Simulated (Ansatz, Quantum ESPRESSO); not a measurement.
# AlBiS3 (Pm-3m): zone-centre phonons

Wanted: the vibrations of AlBiS3 (Pm-3m) at Γ, by two programs.

Program: Quantum ESPRESSO 8.0 development, patched. Level of theory: DFT LDA, scalar-relativistic, plane waves, PseudoDojo norm-conserving pseudopotentials. Results are calculated unless marked as measured.

The structure was built from a prototype and need not be the compound's stable phase.

## (1) The starting structure

Symmetry: Pm-3m, No. 221, cubic system. Conventional cell: a = 4.617 Å, b = 4.617 Å, c = 4.617 Å, α = 90.00°, β = 90.00°, γ = 90.00°. Bi has 12 S at 3.26 Å nearest. Al has 6 S at 2.31 Å nearest. S has 2 Al at 2.31 Å and 4 Bi at 3.26 Å nearest. Farther neighbours and most contacts between anions are not listed.

## (2) A probe with smearing

Before anything dear is run, a loose run with smearing shows whether this is a metal and how far the cell is from rest.

probe.in

```
&CONTROL
  calculation = 'scf'
  prefix      = 'x'
  outdir      = './tmp'
  pseudo_dir  = './pseudo'
  tprnfor     = .true.
  tstress     = .true.
  verbosity   = 'high'
/
&SYSTEM
  ibrav       = 1
  celldm(1)   = 8.72524346
  nat         = 5
  ntyp        = 3
  ecutwfc     = 70.0
  occupations = 'smearing'
  smearing    = 'gaussian'
  degauss     = 0.01
/
&ELECTRONS
  conv_thr         = 1.0d-07
  mixing_beta      = 0.7
  electron_maxstep = 100
/
ATOMIC_SPECIES
 Bi    208.9804  Bi.upf
 Al     26.9815  Al.upf
 S      32.0600  S.upf
ATOMIC_POSITIONS crystal
 Bi     0.000000000   0.000000000   0.000000000
 Al     0.500000000   0.500000000   0.500000000
 S      0.500000000   0.500000000   0.000000000
 S      0.500000000   0.000000000   0.500000000
 S      0.000000000   0.500000000   0.500000000
K_POINTS automatic
 4 4 4 0 0 0
```

Command:

```
> OMP_NUM_THREADS=1 mpirun -n 4 pw.x -nk 4 -in probe.in > probe.out
```

Output:

```text
[banners, grids, parts of the stress and lines that vanish by symmetry left out]
Program PWSCF v.8.0dev
     bravais-lattice index     =            1
     lattice parameter (alat)  =       8.7252  a.u.
[...]
kinetic-energy cutoff     =      70.0000  Ry
     charge density cutoff     =     280.0000  Ry
     scf convergence threshold =      1.0E-07
[...]
Exchange-correlation= SLA-PW-NOGX-NOGC
                           (   1   4   0   0   0   0   0)
[...]
48 Sym. Ops., with inversion, found
[...]
(     0          1          0      )
                  (     0          0          1      )
[...]
(  0.0000000  1.0000000  0.0000000 )
                  (  0.0000000  0.0000000  1.0000000 )
[...]
(     0         -1          0      )
                  (     0          0          1      )
[...]
( -1.0000000  0.0000000  0.0000000 )
                  (  0.0000000  1.0000000  0.0000000 )
[...]
number of k points=    10  Gaussian smearing, width (Ry)=  0.0100
[...]
End of self-consistent calculation
[...]
the Fermi energy is     8.3154 ev
!    total energy              =    -235.06184507 Ry
[...]
convergence has been achieved in   9 iterations
[...]
atom    1 type  1   force =     0.00000000    0.00000000    0.00000000
     atom    2 type  2   force =     0.00000000    0.00000000    0.00000000
     atom    3 type  3   force =     0.00000000    0.00000000    0.00000000
     atom    4 type  3   force =     0.00000000    0.00000000    0.00000000
     atom    5 type  3   force =     0.00000000    0.00000000    0.00000000
[...]
Total force =     0.000000     Total SCF correction =     0.000000
[...]
total   stress  (Ry/bohr**3)                   (kbar)     P=      -30.89
[...]
XML data file, charge density, pseudopotentials, collected wavefunctions

   JOB DONE.
```

It took 7.6 s on 4 MPI ranks of Intel Xeon Platinum 8488C (Sapphire Rapids), shared host; 29 s of CPU time.

Numbers from this step:

- volume per atom: 19.69 Å³
- pressure: -3.089 GPa
- gap on the k-mesh: 0 eV

No gap opens on this mesh, so smearing is kept; the start stands at -3.1 GPa.

## (3) Relaxing the cell and atoms

The relaxation runs at a cutoff a fifth above that of the response, since stress converges more slowly with the basis than frequencies do. Forces and stress are brought to rest with tight thresholds.

relax.in

```
&CONTROL
  calculation   = 'vc-relax'
  prefix        = 'x'
  outdir        = './tmp'
  pseudo_dir    = './pseudo'
  tprnfor       = .true.
  tstress       = .true.
  forc_conv_thr = 2.0d-05
  etot_conv_thr = 1.0d-07
  nstep         = 40
/
&SYSTEM
  ibrav       = 1
  celldm(1)   = 8.72524346
  nat         = 5
  ntyp        = 3
  ecutwfc     = 84
  occupations = 'smearing'
  smearing    = 'mv'
  degauss     = 0.02
/
&ELECTRONS
  conv_thr         = 1.0d-11
  mixing_beta      = 0.7
  electron_maxstep = 100
/
&IONS
/
&CELL
  press_conv_thr = 0.2
/
ATOMIC_SPECIES
 Bi    208.9804  Bi.upf
 Al     26.9815  Al.upf
 S      32.0600  S.upf
ATOMIC_POSITIONS crystal
 Bi     0.000000000   0.000000000   0.000000000
 Al     0.500000000   0.500000000   0.500000000
 S      0.500000000   0.500000000   0.000000000
 S      0.500000000   0.000000000   0.500000000
 S      0.000000000   0.500000000   0.500000000
K_POINTS automatic
 8 8 8 0 0 0
```

Command:

```
> OMP_NUM_THREADS=1 mpirun -n 4 pw.x -nk 4 -in relax.in > relax.out
```

Output:

```text
[banners, grids, parts of the stress and lines that vanish by symmetry left out]
[banner, memory and clock lines left out]
Program PWSCF v.8.0dev

[...]
kinetic-energy cutoff     =      84.0000  Ry
     charge density cutoff     =     336.0000  Ry
     scf convergence threshold =      1.0E-11
[...]
energy convergence thresh.=      1.0E-07
     force convergence thresh. =      2.0E-05
     press convergence thresh. =      2.0E-01
     Exchange-correlation= SLA-PW-NOGX-NOGC
                           (   1   4   0   0   0   0   0)
[...]
48 Sym. Ops., with inversion, found
[...]
number of k points=    35  Marzari-Vanderbilt smearing, width (Ry)=  0.0200
[...]
End of self-consistent calculation
[...]
the Fermi energy is     8.6981 ev
!    total energy              =    -235.05030621 Ry
[...]
convergence has been achieved in  12 iterations
[...]
atom    1 type  1   force =     0.00000000    0.00000000    0.00000000
     atom    2 type  2   force =     0.00000000    0.00000000    0.00000000
     atom    3 type  3   force =     0.00000000    0.00000000    0.00000000
     atom    4 type  3   force =     0.00000000    0.00000000    0.00000000
     atom    5 type  3   force =     0.00000000    0.00000000    0.00000000
     Total force =     0.000000     Total SCF correction =     0.000000
[...]
total   stress  (Ry/bohr**3)                   (kbar)     P=      -26.80
[...]
number of bfgs steps    =   0
[...]
CELL_PARAMETERS (alat=  8.72524346)
[...]
ATOMIC_POSITIONS (crystal)
Bi               0.0000000000        0.0000000000        0.0000000000
Al               0.5000000000        0.5000000000        0.5000000000
S                0.5000000000        0.5000000000        0.0000000000
S                0.5000000000        0.0000000000        0.5000000000
[...]
New effective cutoffs (rho, wfc):  338.07   84.76
[...]
End of self-consistent calculation
[...]
the Fermi energy is     8.8956 ev
!    total energy              =    -235.05160941 Ry
[...]
convergence has been achieved in   8 iterations
[...]
atom    1 type  1   force =     0.00000000    0.00000000    0.00000000
     atom    2 type  2   force =     0.00000000    0.00000000    0.00000000
     atom    3 type  3   force =     0.00000000    0.00000000    0.00000000
     atom    4 type  3   force =     0.00000000    0.00000000    0.00000000
     atom    5 type  3   force =     0.00000000    0.00000000    0.00000000
     Total force =     0.000000     Total SCF correction =     0.000000
[...]
total   stress  (Ry/bohr**3)                   (kbar)     P=      -15.50
[...]
number of bfgs steps    =   1
[...]
CELL_PARAMETERS (alat=  8.72524346)
[...]
ATOMIC_POSITIONS (crystal)
[...]
New effective cutoffs (rho, wfc):  342.26   85.81
[...]
End of self-consistent calculation
[...]
the Fermi energy is     9.1658 ev
!    total energy              =    -235.05221723 Ry
[...]
convergence has been achieved in   9 iterations
[...]
atom    1 type  1   force =     0.00000000    0.00000000    0.00000000
     atom    2 type  2   force =     0.00000000    0.00000000    0.00000000
     atom    3 type  3   force =     0.00000000    0.00000000    0.00000000
     atom    4 type  3   force =     0.00000000    0.00000000    0.00000000
[...]
Total force =     0.000000     Total SCF correction =     0.000000
[...]
total   stress  (Ry/bohr**3)                   (kbar)     P=        0.87
[...]
number of bfgs steps    =   2
[...]
CELL_PARAMETERS (alat=  8.72524346)
[...]
ATOMIC_POSITIONS (crystal)
[...]
New effective cutoffs (rho, wfc):  342.04   85.76
[...]
End of self-consistent calculation
[...]
the Fermi energy is     9.1515 ev
!    total energy              =    -235.05221902 Ry
[...]
convergence has been achieved in   7 iterations
[...]
Total force =     0.000000     Total SCF correction =     0.000000
[...]
total   stress  (Ry/bohr**3)                   (kbar)     P=       -0.03
[...]
number of bfgs steps    =   3
[...]
small trust_radius: resetting bfgs history
[...]
CELL_PARAMETERS (alat=  8.72524346)
[...]
ATOMIC_POSITIONS (crystal)
[...]
New effective cutoffs (rho, wfc):  342.04   85.76
[...]
End of self-consistent calculation
[...]
the Fermi energy is     9.1517 ev
!    total energy              =    -235.05221902 Ry
[...]
convergence has been achieved in   4 iterations
[...]
atom    3 type  3   force =     0.00000000    0.00000000    0.00000000
     atom    4 type  3   force =     0.00000000    0.00000000    0.00000000
     atom    5 type  3   force =     0.00000000    0.00000000    0.00000000
     Total force =     0.000000     Total SCF correction =     0.000000
[...]
total   stress  (Ry/bohr**3)                   (kbar)     P=       -0.01
[...]
bfgs converged in   5 scf cycles and   4 bfgs steps
[...]
End of BFGS Geometry Optimization
     Final enthalpy           =    -235.0522190172 Ry
     File ./tmp/x.bfgs deleted, as requested
[...]
CELL_PARAMETERS (alat=  8.72524346)
[...]
ATOMIC_POSITIONS (crystal)
[...]
S                0.5000000000        0.0000000000        0.5000000000
S                0.0000000000        0.5000000000        0.5000000000
[...]
Final scf calculation at the relaxed structure.
[...]
kinetic-energy cutoff     =      84.0000  Ry
     charge density cutoff     =     336.0000  Ry
     scf convergence threshold =      1.0E-13
[...]
press convergence thresh. =      2.0E-01
     Exchange-correlation= SLA-PW-NOGX-NOGC
                           (   1   4   0   0   0   0   0)
[...]
48 Sym. Ops., with inversion, found
[...]
number of k points=    35  Marzari-Vanderbilt smearing, width (Ry)=  0.0200
[...]
End of self-consistent calculation
[...]
the Fermi energy is     9.1517 ev
!    total energy              =    -235.05221510 Ry
[...]
convergence has been achieved in  14 iterations
[...]
atom    1 type  1   force =     0.00000000    0.00000000    0.00000000
     atom    2 type  2   force =     0.00000000    0.00000000    0.00000000
     atom    3 type  3   force =     0.00000000    0.00000000    0.00000000
     atom    4 type  3   force =     0.00000000    0.00000000    0.00000000
     atom    5 type  3   force =     0.00000000    0.00000000    0.00000000
     Total force =     0.000000     Total SCF correction =     0.000000
[...]
total   stress  (Ry/bohr**3)                   (kbar)     P=       -0.02
[...]
XML data file, charge density, pseudopotentials, collected wavefunctions
```

Elapsed: 2.1 min, on 4 MPI ranks; 8.4 min of CPU time.

Relaxation path:

```tsv
step	energy less that of the first step (eV)	largest force (eV/Å)	pressure (GPa)	volume (Å³)
1	0.0000	0.0000	-2.68	98.43
2	-0.0177	0.0000	-1.55	97.09
3	-0.0260	0.0000	0.09	95.31
4	-0.0260	0.0000	0.00	95.41
5	-0.0260	0.0000	0.00	95.41
6	-0.0260	0.0000	0.00	95.41
```

```tsv
conventional cell, symmetrised	before	after	change
a (Å)	4.617	4.569	-1.0 %
b (Å)	4.617	4.569	-1.0 %
c (Å)	4.617	4.569	-1.0 %
volume (Å³/atom)	19.69	19.08	-3.1 %
```

Final coordinates:

```xyz
5
Lattice="4.5694 0.0000 0.0000 0.0000 4.5694 0.0000 0.0000 0.0000 4.5694" Properties=species:S:1:pos:R:3 pbc="T T T"
Bi    0.0000    0.0000    0.0000
Al    2.2847    2.2847    2.2847
S     2.2847    2.2847    0.0000
S     2.2847    0.0000    2.2847
S     0.0000    2.2847    2.2847
```

The last row of the table of steps is pw.x's closing run on a basis chosen anew for the final cell, so its energy can jump.

Read from the output:

| Quantity | Value |
| --- | --- |
| volume per atom | 19.08 Å³ |
| pressure | -0.002 GPa |

The volume changes by -3.1 % from the cell with which this run began.

## (4) Ground state

Perturbation theory inherits every error of the wavefunctions, so the threshold is set near the limit of the arithmetic. Smearing stays on, as the first look found no gap above 0.3 eV.

scf.in

```
&CONTROL
  calculation = 'scf'
  prefix      = 'x'
  outdir      = './tmp'
  pseudo_dir  = './pseudo'
  tprnfor     = .true.
  tstress     = .true.
/
&SYSTEM
  ibrav       = 1
  celldm(1)   = 8.63490913
  nat         = 5
  ntyp        = 3
  ecutwfc     = 70.0
  occupations = 'smearing'
  smearing    = 'mv'
  degauss     = 0.02
/
&ELECTRONS
  conv_thr         = 1.0d-12
  mixing_beta      = 0.7
  electron_maxstep = 100
/
ATOMIC_SPECIES
 Bi    208.9804  Bi.upf
 Al     26.9815  Al.upf
 S      32.0600  S.upf
ATOMIC_POSITIONS crystal
 Bi     0.000000000   0.000000000   0.000000000
 Al     0.500000000   0.500000000   0.500000000
 S      0.500000000   0.500000000   0.000000000
 S      0.500000000   0.000000000   0.500000000
 S      0.000000000   0.500000000   0.500000000
K_POINTS automatic
 8 8 8 0 0 0
```

Command:

```
> OMP_NUM_THREADS=1 mpirun -n 4 pw.x -nk 4 -in scf.in > scf.out
```

Output:

```text
[banners, grids, parts of the stress and lines that vanish by symmetry left out]
[banner, memory and clock lines left out]
Program PWSCF v.8.0dev

[...]
kinetic-energy cutoff     =      70.0000  Ry
     charge density cutoff     =     280.0000  Ry
     scf convergence threshold =      1.0E-12
[...]
Exchange-correlation= SLA-PW-NOGX-NOGC
                           (   1   4   0   0   0   0   0)
[...]
48 Sym. Ops., with inversion, found
[...]
number of k points=    35  Marzari-Vanderbilt smearing, width (Ry)=  0.0200
[...]
End of self-consistent calculation
[...]
the Fermi energy is     9.1517 ev
!    total energy              =    -235.05216731 Ry
[...]
convergence has been achieved in  13 iterations
[...]
atom    1 type  1   force =     0.00000000    0.00000000    0.00000000
     atom    2 type  2   force =     0.00000000    0.00000000    0.00000000
     atom    3 type  3   force =     0.00000000    0.00000000    0.00000000
     atom    4 type  3   force =     0.00000000    0.00000000    0.00000000
     atom    5 type  3   force =     0.00000000    0.00000000    0.00000000
     Total force =     0.000000     Total SCF correction =     0.000000
[...]
total   stress  (Ry/bohr**3)                   (kbar)     P=       -0.02
[...]
XML data file, charge density, pseudopotentials, collected wavefunctions
```

Run time: 21 s. Hardware: 4 MPI ranks.

The cell stands at -0.002 GPa, close enough for phonons.

(Part 1 of 3 ends here.)

[Host names and launcher messages were left out of these logs when they were recorded.]

[Logs are printed without paths, hosts, clocks, repeated set-up lines and the standing remarks that a program may print on its own settings, such as how far it seeks lower states.]

[Hosts, paths, dates, database ids (printed as entryN), source tags and the programs' standing remarks are cut or masked in the printed files.]
